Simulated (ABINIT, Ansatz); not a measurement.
# Converging GW for AlBO3 (R-3c) in ABINIT

Wanted: a converged G0W0 gap of AlBO3 (R-3c), or an estimate of the limit.

Calculated with ABINIT 10.8.3; PBEsol and many-body steps on it, plane waves.

This is a report of a sequence of runs, with most program output left out.

## (1) Set-up

The structure is trigonal, space group R-3c (No. 167). The conventional cell has a = 4.464 Å, b = 4.464 Å, c = 13.745 Å, α = 90.00°, β = 90.00°, γ = 120.00°. Nearest to Al lie 6 O at 1.92 Å. Nearest to B lie 3 O at 1.38 Å. O has 1 B at 1.38 Å and 2 Al at 1.92 Å nearest. Farther neighbours and most contacts between anions are not listed.

Coordinates:

```cif
data_structure
_symmetry_space_group_name_H-M 'R-3c:H'
_symmetry_Int_Tables_number 167
_cell_length_a 4.4638
_cell_length_b 4.4638
_cell_length_c 13.7450
_cell_angle_alpha 90.000
_cell_angle_beta 90.000
_cell_angle_gamma 120.000
_cell_volume 237.18
loop_
_atom_site_label
_atom_site_type_symbol
_atom_site_symmetry_multiplicity
_atom_site_Wyckoff_symbol
_atom_site_fract_x
_atom_site_fract_y
_atom_site_fract_z
_atom_site_occupancy
Al1 Al 6 b 0.00000 0.00000 0.50000 1
B1 B 6 a 0.33333 0.66667 0.41667 1
O1 O 18 e 0.02431 0.66667 0.41667 1
```

The cell and positions come from the Crystallography Open Database and are kept as given unless a step says otherwise.

## (2) Empty states on the mesh, 4×4×4 mesh, 267 bands

This step: ABINIT 10.8.3; DFT, PBEsol, plane waves, norm-conserving pseudopotentials.

The sums over transitions need many empty states on a uniform mesh; this step solves for them.

The input, run.abi:

```
acell 3*1.0 Angstrom
rprim 
  2.231899999996 1.288588065802 4.581666666700
  -2.231899999996 1.288588065802 4.581666666700
  0.000000000000 -2.577176131604 4.581666666700
ntypat 3
znucl 13 5 8
natom 10
typat 1 1 2 2 3 3 3 3 3 3
xred 
  0.000000000000 -0.000000000000 -0.000000000000
  0.500000000000 0.500000000000 0.500000000000
  0.250000000000 0.250000000000 0.250000000000
  0.750000000000 0.750000000000 0.750000000000
  0.940980000000 0.559020000000 0.250000000000
  0.250000000000 0.940980000000 0.559020000000
  0.559020000000 0.250000000000 0.940980000000
  0.059020000000 0.440980000000 0.750000000000
  0.750000000000 0.059020000000 0.440980000000
  0.440980000000 0.750000000000 0.059020000000
pp_dirpath "pseudos"
pseudos "Al.upf, B.upf, O.upf"
ecut 36
ngkpt 4 4 4
nshiftk 1
shiftk 0 0 0
kptopt 1
chksymbreak 0
irdden 1
istwfk *1
nband 267
prtvol 0
optdriver 6
gwr_task "HDIAGO"
paral_kgb 0
occopt 1
indata_prefix "in"
outdata_prefix "out"
tmpdata_prefix "tmp"
```

Run with:

```console
OMP_NUM_THREADS=1 mpirun -n 8 abinit run.abi > log
```

Run time: 4.2 min. Hardware: 8 MPI ranks of Arm Neoverse V1, shared host; peak memory 13 GiB; 34 min of CPU time.

This step gave:

```
gap                                                           : 5.828 eV
k of the valence top                                          : 0, 0, 0
k of the conduction bottom                                    : 0.25, 0.25, 0.25
least direct gap                                              : 6.027 eV
k points computed                                             : 13
lowest point of the top converged band, above the valence top : 108.7440 eV
```

On this mesh the gap is 5.828 eV.

The density comes from a self-consistent run that is not shown.

## (3) Screening, 4×4×4 mesh, 53 bands, screening to 76.2 eV

The RPA dielectric matrix is built and inverted for each q.

This step: RPA screening on PBEsol, plane waves, norm-conserving pseudopotentials.

run.abi: that of step 2 with these lines changed.

```diff
@@ -28,10 +28,11 @@
 chksymbreak 0
-irdden 1
 istwfk *1
-nband 267
-prtvol 0
-optdriver 6
-gwr_task "HDIAGO"
-paral_kgb 0
 occopt 1
+irdwfk 1
+optdriver 3
+nband 53
+ecuteps 2.8
+inclvkb 2
+awtr 1
+symchi 1
 indata_prefix "in"
```

Run time: 46 s. Hardware: 8 MPI ranks; peak memory 3.2 GiB; 6.1 min of CPU time.

Numbers from this step:

```
ε∞ with local fields, on this mesh, along the program's q direction : 3.019
the same without local fields                                       : 3.171
plasma frequency                                                    : 28.93 eV
plane waves in the screening matrix                                 : 121
```

Local fields lower ε∞ by 5 %.

## (4) 53 bands, 76.2 eV

The self-energy is evaluated for the states that the input lists, and the levels follow from it, in one-shot runs by the linearised quasiparticle equation.

This step: G0W0 on PBEsol, plane waves, norm-conserving pseudopotentials.

run.abi: that of step 3 with these lines changed.

```diff
@@ -31,8 +31,17 @@
 irdwfk 1
-optdriver 3
+optdriver 4
 nband 53
+gwcalctyp 0
+ecutsigx 36
+symsigma 1
+nkptgw 2
+kptgw 
+  0.0000000000 0.0000000000 0.0000000000
+  0.2500000000 0.2500000000 0.2500000000
+bdgw 
+  23 26
+  23 26
 ecuteps 2.8
-inclvkb 2
-awtr 1
-symchi 1
+irdscr 1
+ppmodel 1
 indata_prefix "in"
```

Wall time 5.6 s (8 MPI ranks); peak memory 1.5 GiB.

Numbers from this step:

- G0W0 gap on the points computed: 8.876 eV
- starting gap on the mesh: 5.828 eV
- k of the valence top: 0, 0, 0
- k of the conduction bottom: 0.25, 0.25, 0.25
- Z at the valence top: 0.818
- Z at the conduction bottom: 0.859
- least direct G0W0 gap on the computed points: 9.102 eV

The gap on the mesh goes from 5.83 eV to 8.88 eV, a correction of +3.05 eV.

## (5) Screening, 4×4×4 mesh, 120 bands, screening to 141.5 eV

This step: RPA screening on PBEsol, plane waves, norm-conserving pseudopotentials.

run.abi: that of step 4 with these lines changed.

```diff
@@ -31,17 +31,8 @@
 irdwfk 1
-optdriver 4
-nband 53
-gwcalctyp 0
-ecutsigx 36
-symsigma 1
-nkptgw 2
-kptgw 
-  0.0000000000 0.0000000000 0.0000000000
-  0.2500000000 0.2500000000 0.2500000000
-bdgw 
-  23 26
-  23 26
-ecuteps 2.8
-irdscr 1
-ppmodel 1
+optdriver 3
+nband 120
+ecuteps 5.2
+inclvkb 2
+awtr 1
+symchi 1
 indata_prefix "in"
```

It took 3.4 min on 8 MPI ranks; peak memory 5.1 GiB; 27 min of CPU time.

This step gave:

* ε∞ with local fields, on this mesh, along the program's q direction: 3.043
* the same without local fields: 3.295
* plasma frequency: 28.93 eV
* plane waves in the screening matrix: 291

## (6) 120 bands, 141.5 eV

This step: G0W0 on PBEsol, plane waves, norm-conserving pseudopotentials.

run.abi: that of step 5 with these lines changed.

```diff
@@ -31,8 +31,17 @@
 irdwfk 1
-optdriver 3
+optdriver 4
 nband 120
+gwcalctyp 0
+ecutsigx 36
+symsigma 1
+nkptgw 2
+kptgw 
+  0.0000000000 0.0000000000 0.0000000000
+  0.2500000000 0.2500000000 0.2500000000
+bdgw 
+  23 26
+  23 26
 ecuteps 5.2
-inclvkb 2
-awtr 1
-symchi 1
+irdscr 1
+ppmodel 1
 indata_prefix "in"
```

Run time: 14 s. Hardware: 8 MPI ranks; peak memory 3 GiB.

This step gave:

* G0W0 gap on the points computed: 8.422 eV
* starting gap on the mesh: 5.828 eV
* k of the valence top: 0, 0, 0
* k of the conduction bottom: 0.25, 0.25, 0.25
* Z at the valence top: 0.816
* Z at the conduction bottom: 0.855
* least direct G0W0 gap on the computed points: 8.652 eV

Against G0W0 in ABINIT (4×4×4 mesh, 53 bands, screening to 76.2 eV, Godby-Needs plasmon pole), the gap moves by −0.454 eV.

## (7) Screening, 4×4×4 mesh, 259 bands, screening to 217.7 eV

This step: RPA screening on PBEsol, plane waves, norm-conserving pseudopotentials.

run.abi: that of step 6 with these lines changed.

```diff
@@ -31,17 +31,8 @@
 irdwfk 1
-optdriver 4
-nband 120
-gwcalctyp 0
-ecutsigx 36
-symsigma 1
-nkptgw 2
-kptgw 
-  0.0000000000 0.0000000000 0.0000000000
-  0.2500000000 0.2500000000 0.2500000000
-bdgw 
-  23 26
-  23 26
-ecuteps 5.2
-irdscr 1
-ppmodel 1
+optdriver 3
+nband 259
+ecuteps 8
+inclvkb 2
+awtr 1
+symchi 1
 indata_prefix "in"
```

It took 13 min on 8 MPI ranks; peak memory 7.1 GiB; 1.8 h of CPU time.

Numbers from this step:

```yaml
eps_infinity_with_local_fields_on_this_mesh_along_the_program_s_q_direction: 3.037
the_same_without_local_fields: 3.311
plasma_frequency: 28.93 eV
plane_waves_in_the_screening_matrix: 587
```

## (8) 259 bands, 217.7 eV

This step: G0W0 on PBEsol, plane waves, norm-conserving pseudopotentials.

run.abi: that of step 7 with these lines changed.

```diff
@@ -31,8 +31,17 @@
 irdwfk 1
-optdriver 3
+optdriver 4
 nband 259
+gwcalctyp 0
+ecutsigx 36
+symsigma 1
+nkptgw 2
+kptgw 
+  0.0000000000 0.0000000000 0.0000000000
+  0.2500000000 0.2500000000 0.2500000000
+bdgw 
+  23 26
+  23 26
 ecuteps 8
-inclvkb 2
-awtr 1
-symchi 1
+irdscr 1
+ppmodel 1
 indata_prefix "in"
```

Wall time 78 s (8 MPI ranks); peak memory 6.6 GiB.

Numbers from this step:

| Item | Value |
| --- | --- |
| G0W0 gap on the points computed | 8.467 eV |
| starting gap on the mesh | 5.828 eV |
| k of the valence top | 0, 0, 0 |
| k of the conduction bottom | 0.25, 0.25, 0.25 |
| least direct G0W0 gap on the computed points | 8.694 eV |

Against G0W0 in ABINIT (4×4×4 mesh, 120 bands, screening to 141.5 eV, Godby-Needs plasmon pole), the gap moves by +0.045 eV.

## (9) Side by side

Times are wall times on 8 MPI ranks of Arm Neoverse V1, shared host, good to a factor of about two. A run's time includes the screening step that it read.

| run | mesh | bands | screening cutoff (eV) | DFT gap (eV) | gap on the mesh (eV) | direct (eV) | ε∞ used | time |
| --- | --- | --- | --- | --- | --- | --- | --- | --- |
| 53 bands, 76.2 eV | 4×4×4 | 53 | 76.2 | 5.828 | 8.876 | 9.102 | 3.02 | 52 s |
| 120 bands, 141.5 eV | 4×4×4 | 120 | 141.5 | 5.828 | 8.422 | 8.652 | 3.04 | 3.7 min |
| 259 bands, 217.7 eV | 4×4×4 | 259 | 217.7 | 5.828 | 8.467 | 8.694 | 3.04 | 15 min |

## (10) Outcome

| Property | Result |
| --- | --- |
| 53 bands, 76.2 eV | 8.876 eV |
| 120 bands, 141.5 eV | 8.422 eV |
| 259 bands, 217.7 eV | 8.467 eV |
| known limits | not at the basis limit |

**Reading.** From the first rung to the last the gap moves by −0.41 eV for 17 times the time. The gap turns back along the series, so no limit is drawn from it. In the G0W0 runs levels were corrected at 2 k points alone, so a gap called «on the mesh» is the least over those, and an edge elsewhere would be missed.

[Paths, hosts, dates, memory and timing lines, banners, echoed tables and standing remarks are left out of the program output.]

[Logs are printed without paths, hosts, clocks, repeated set-up lines and the standing remarks that a program may print on its own settings, such as how far it seeks lower states.]

[Runs of the session that timed out or met a known fault of the program may be left out.]

[Hosts, paths, dates, database ids (printed as entryN), source tags and the programs' standing remarks are cut or masked in the printed files.]

[G0W0 gaps are taken among the corrected bands and points alone; a level outside them can change the order at an edge.]

[Where Ansatz stands beside ABINIT at settings called matched, ABINIT's density can come from a denser mesh and the files from another edition; pairs whose starting gaps differed by over 0.03 eV were left out, so agreement reads better than it is.]
